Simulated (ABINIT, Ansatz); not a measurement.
# Li2H6Pt (Fm-3m): G0W0 with ABINIT, start to end, part 3 of 3

How does a plane-wave GW calculation on Li2H6Pt (Fm-3m) run from the first input to the gap?

ABINIT 10.8.3; LDA and many-body steps on it, plane waves. Known limits of the many-body steps: not at the basis limit; no spin polarisation; d states lean on the start; no spin-orbit coupling.

So far. Step 4 (Empty states on the mesh, 4×4×4 mesh, 142 bands): On this mesh the gap is 2.757 eV. The earlier step found 2.594 eV, so this mesh misses an edge. Step 5 (Screening, 4×4×4 mesh, 134 bands, screening to 176.9 eV): Local fields lower ε∞ by 19 %.

## (6) Self-energy, 4×4×4 mesh, 134 bands, screening to 176.9 eV

The self-energy is evaluated for the states that the input lists, and the levels follow from it, in one-shot runs by the linearised quasiparticle equation.

This step: G0W0 on LDA, plane waves, norm-conserving pseudopotentials.

run.abi

```
acell 3*1.0 Angstrom
rprim 
  -0.000000000000 3.324927160000 3.324927160000
  3.324927160000 0.000000000000 3.324927160000
  3.324927160000 3.324927160000 0.000000000000
ntypat 3
znucl 3 1 78
natom 9
typat 1 1 2 2 2 2 2 2 3
xred 
  0.750000000000 0.750000000000 0.750000000000
  0.250000000000 0.250000000000 0.250000000000
  0.754787880000 0.754787880000 0.245212120000
  0.245212120000 0.754787880000 0.245212120000
  0.754787880000 0.245212120000 0.245212120000
  0.245212120000 0.245212120000 0.754787880000
  0.754787880000 0.245212120000 0.754787880000
  0.245212120000 0.754787880000 0.754787880000
  0.000000000000 0.000000000000 0.000000000000
pp_dirpath "pseudos"
pseudos "Li.upf, H.upf, Pt.upf"
ecut 34
ngkpt 4 4 4
nshiftk 1
shiftk 0 0 0
kptopt 1
chksymbreak 0
istwfk *1
occopt 1
irdwfk 1
optdriver 4
nband 134
gwcalctyp 0
ecutsigx 34
symsigma 1
nkptgw 3
kptgw 
  -0.2500000000 0.2500000000 0.0000000000
  0.5000000000 0.5000000000 0.0000000000
  0.0000000000 0.0000000000 0.0000000000
bdgw 
  14 17
  14 17
  13 19
ecuteps 6.5
irdscr 1
ppmodel 1
indata_prefix "in"
outdata_prefix "out"
tmpdata_prefix "tmp"
```

The run is started by

```
$ OMP_NUM_THREADS=1 mpirun -n 4 abinit run.abi > log
```

Numbers of over 12 decimals in the logs are rounded to 6 here.

The log of the run:

```text
.Version 10.8.3 of ABINIT. v10.8.2 released Aug 2026.

 Symmetries : space group Fm -3 m (#225); Bravais cF (face-center cubic)
[... echo of the input left out ...]
== DATASET  1 ==================================================================
-   mpi_nproc: 4, omp_nthreads: 1 (-1 if OMP is not activated)

--- !DatasetInfo
iteration_state: {dtset: 1, }
dimensions: {natom: 9, nkpt: 8, mband: 134, nsppol: 1, nspinor: 1, nspden: 1, mpw: 4723, }
cutoff_energies: {ecut:  34.0, pawecutdg:  -1.0, }
electrons: {nelect:   3.00000000E+01, charge:   0.00000000E+00, occopt:   1.00000000E+00, tsmear:   1.00000000E-02, }

 SIGMA: Calculation of the GW corrections

 Based on a program developped by R.W. Godby, V. Olevano, G. Onida, and L. Reining.
 Incorporated in ABINIT by V. Olevano, G.-M. Rignanese, and M. Torrent.
.Using double precision arithmetic ; gwpc =  8

[... cell and pseudopotentials left out ...]
--------------------------------------------------------------------------------

 ==== K-mesh for the wavefunctions ====
 Number of points in the irreducible wedge :     8
[... list of points left out ...]
 Together with 48 symmetry operations and time-reversal symmetry
 yields    64 points in the full Brillouin Zone.

 ==== Q-mesh for screening function ====
 Number of points in the irreducible wedge :     8
[... list of points left out ...]
 Together with 48 symmetry operations and time-reversal symmetry
 yields    64 points in the full Brillouin Zone.

 vcoul_init : cutoff-mode = AUXILIARY_FUNCTION
 q-points for optical limit:   1
     1)      0.000010    0.000020    0.000030
 setmesh: FFT mesh size selected  =    48x   48x   48
          total number of points  =       110592

 Number of electrons calculated from density =   30.0000; Expected =   30.0000
 average of density, n =  0.060471
 r_s =    1.5805
 omega_plasma =   23.7208 [eV]

 === KS Band Gaps ===
  >>>> For spin  1
   Minimum direct gap =   4.3344 [eV], located at k-point      :   0.5000  0.5000  0.0000
   Fundamental gap    =   2.7574 [eV], Top of valence bands at :  -0.2500  0.2500  0.0000
                                       Bottom of conduction at :   0.5000  0.5000  0.0000
 SIGMA fundamental parameters:
 PLASMON POLE MODEL  1
 number of plane-waves for SigmaX                 4693
 number of plane-waves for SigmaC and W            411
 number of plane-waves for wavefunctions          4693
 number of bands                                   134
 number of independent spin polarizations            1
 number of spinorial components                      1
 number of k-points in IBZ                           8
 number of q-points in IBZ                           8
 number of symmetry operations                      48
 number of k-points in BZ                           64
 number of q-points in BZ                           64
 number of frequencies for dSigma/dE                 9
 frequency step for dSigma/dE [eV]                0.25
 number of omega for Sigma on real axis              0
 max omega for Sigma on real axis  [eV]           0.00
 zcut for avoiding poles [eV]                     0.10

 EPSILON^-1 parameters (SCR file):
 dimension of the eps^-1 matrix on file            411
 dimension of the eps^-1 matrix used               411
 number of plane-waves for wavefunctions          4693
 number of bands                                   134
 number of q-points in IBZ                           8
 number of frequencies                               2
 number of real frequencies                          1
 number of imag frequencies                          1

 matrix elements of self-energy operator (all in [eV])

 Perturbative Calculation

--- !SelfEnergy_ee
iteration_state: {dtset: 1, }
kpoint     : [  -0.250,    0.250,    0.000, ]
spin       : 1
KS_gap     :    5.309
QP_gap     :    7.342
Delta_QP_KS:    2.034
data: !SigmaeeData |
     Band     E0 <VxcDFT>   SigX SigC(E0)      Z dSigC/dE  Sig(E)    E-E0       E
       14   0.295 -14.786 -18.648   2.686   0.798  -0.253 -15.725  -0.939  -0.643
       15   1.410 -12.321 -15.301   1.675   0.810  -0.234 -13.379  -1.057   0.353
       16   6.719 -12.843  -8.443  -3.211   0.822  -0.217 -11.867   0.976   7.695
       17   6.814 -13.436  -8.908  -3.238   0.817  -0.224 -12.382   1.054   7.867

--- !SelfEnergy_ee
iteration_state: {dtset: 1, }
kpoint     : [   0.500,    0.500,    0.000, ]
spin       : 1
KS_gap     :    4.334
QP_gap     :    6.500
Delta_QP_KS:    2.165
data: !SigmaeeData |
     Band     E0 <VxcDFT>   SigX SigC(E0)      Z dSigC/dE  Sig(E)    E-E0       E
       14  -0.167 -11.272 -14.761   2.043   0.804  -0.244 -12.435  -1.163  -1.330
       15  -0.167 -11.272 -14.761   2.043   0.804  -0.244 -12.435  -1.163  -1.330
       16   4.168 -13.847 -10.031  -2.600   0.825  -0.213 -12.844   1.003   5.170
       17   8.851 -11.444  -6.662  -3.597   0.827  -0.209 -10.464   0.980   9.831

--- !SelfEnergy_ee
iteration_state: {dtset: 1, }
kpoint     : [   0.000,    0.000,    0.000, ]
spin       : 1
KS_gap     :    6.656
QP_gap     :    8.798
Delta_QP_KS:    2.142
data: !SigmaeeData |
     Band     E0 <VxcDFT>   SigX SigC(E0)      Z dSigC/dE  Sig(E)    E-E0       E
       13   1.147 -12.176 -15.367   1.799   0.806  -0.241 -13.298  -1.122   0.025
       14   1.147 -12.176 -15.367   1.799   0.806  -0.241 -13.298  -1.122   0.025
       15   1.147 -12.176 -15.367   1.799   0.806  -0.241 -13.298  -1.122   0.025
       16   7.803 -10.408  -5.308  -3.870   0.829  -0.206  -9.388   1.020   8.823
       17   8.657 -10.863  -6.051  -3.540   0.832  -0.202  -9.805   1.058   9.715
       18   8.657 -10.863  -6.051  -3.540   0.832  -0.202  -9.805   1.058   9.715
       19   8.657 -10.863  -6.051  -3.540   0.832  -0.202  -9.805   1.058   9.715

== END DATASET(S) ==============================================================
================================================================================

 -outvars: echo values of variables after computation  --------
           etotal      0.0000000000E+00
            nband         134
             nkpt           8
          spgroup         225
 [... the other variables as echoed above ...]

 Calculation completed.
```

The job ended after 63 s (4 MPI ranks of Arm Neoverse V1, shared host; peak memory 1.7 GiB; 4.2 min of CPU time).

This step gave:

```yaml
g0w0_gap_on_the_points_computed: 4.817 eV
starting_gap_on_the_mesh: 2.757 eV
k_of_the_valence_top: -0.25, 0.25, 0
k_of_the_conduction_bottom: 0.5, 0.5, 0
z_at_the_valence_top: 0.81
z_at_the_conduction_bottom: 0.825
least_direct_g0w0_gap_on_the_computed_points: 6.5 eV
```

The gap on the mesh goes from 2.76 eV to 4.82 eV, a correction of +2.06 eV. The start differs from the 2.59 eV found before because the two sample other k points.

Limits: finite bands, cutoff and mesh; no spin polarisation; d states lean on the start; no spin-orbit coupling. v1 is the top filled band, c1 the lowest empty one. The levels before and after the correction (eV, zero at the valence-band top of each column):

```csv
,conduction bottom,valence top
Kohn-Sham,2.76,0.00
G0W0,4.82,0.00
```

```csv
,level,energy (eV)
Kohn-Sham,(-0.25 0.25 0) v2,-1.115
Kohn-Sham,(-0.25 0.25 0) v1,0.000
Kohn-Sham,(-0.25 0.25 0) c1,5.309
Kohn-Sham,(-0.25 0.25 0) c2,5.404
Kohn-Sham,(0.5 0.5 0) v2-v1,-1.577
Kohn-Sham,(0.5 0.5 0) c1,2.757
Kohn-Sham,(0.5 0.5 0) c2,7.441
G0W0,(-0.25 0.25 0) v2,-0.996
G0W0,(-0.25 0.25 0) v1,0.000
G0W0,(-0.25 0.25 0) c1,7.342
G0W0,(-0.25 0.25 0) c2,7.514
G0W0,(0.5 0.5 0) v2-v1,-1.683
G0W0,(0.5 0.5 0) c1,4.817
G0W0,(0.5 0.5 0) c2,9.478
```

## (7) Where the time went

Times are wall times on 4 MPI ranks of Arm Neoverse V1, shared host, good to a factor of about two.

```csv
step,time,share,memory (GiB)
ground state,22 s,6 %,0.36
bands along the symmetry lines,17 s,5 %,0.31
empty states on the mesh,2.5 min,42 %,5.0
screening,1.8 min,30 %,1.8
self-energy,63 s,18 %,1.7
```

## (8) Summary of results

| Item | Value |
| --- | --- |
| LDA gap | 2.58 eV, indirect |
| G0W0 gap on the mesh | 4.82 eV |
| G0W0 gap over the zone (rigid shift) | 4.64 eV |
| GW settings | 4×4×4 mesh, 134 bands, screening to 176.9 eV, Godby-Needs plasmon pole |
| known limits | not at the basis limit; no spin polarisation; d states lean on the start; no spin-orbit coupling |

What this shows: G0W0 moves the gap on the mesh from 2.76 eV to 4.82 eV (+2.06 eV), with Z of 0.81 and 0.82 at the edges. The mesh misses the band edges by 0.18 eV in all; a rigid shift gives 4.64 eV for the zone. Local fields lower the RPA ε∞ on this mesh from 5.18 to 4.22. Only 3 of the mesh's irreducible points were corrected, so a valley elsewhere could overtake. Bands and cutoff are finite, so the gap is not at the basis limit. The miss can reach some tenths of an eV and take either sign; the mesh is an error of its own. In the G0W0 run levels were corrected at 3 k points alone, so a gap called «on the mesh» is the least over those, and an edge elsewhere would be missed. A denser mesh or path gives a starting gap of 2.58 eV: the GW mesh misses a band edge, so its gaps are not the fundamental one. The runs have no spin polarisation. For a closed low-spin shell that is the natural state; where a d or f shell is open it is a constraint, and the gap is then not the crystal's own. With d states at the gap, one-shot GW leans hard on its start. The many-body steps are scalar-relativistic: spin-orbit coupling is not in them.

[Paths, hosts, dates, memory and timing lines, banners, echoed tables and standing remarks are left out of the program output.]

[Logs are printed without paths, hosts, clocks, repeated set-up lines and the standing remarks that a program may print on its own settings, such as how far it seeks lower states.]

[Runs of the session that timed out or met a known fault of the program may be left out.]

[Hosts, paths, dates, database ids (printed as entryN), source tags and the programs' standing remarks are cut or masked in the printed files.]

[G0W0 gaps are taken among the corrected bands and points alone; a level outside them can change the order at an edge.]

[Where Ansatz stands beside ABINIT at settings called matched, ABINIT's density can come from a denser mesh and the files from another edition; pairs whose starting gaps differed by over 0.03 eV were left out, so agreement reads better than it is.]
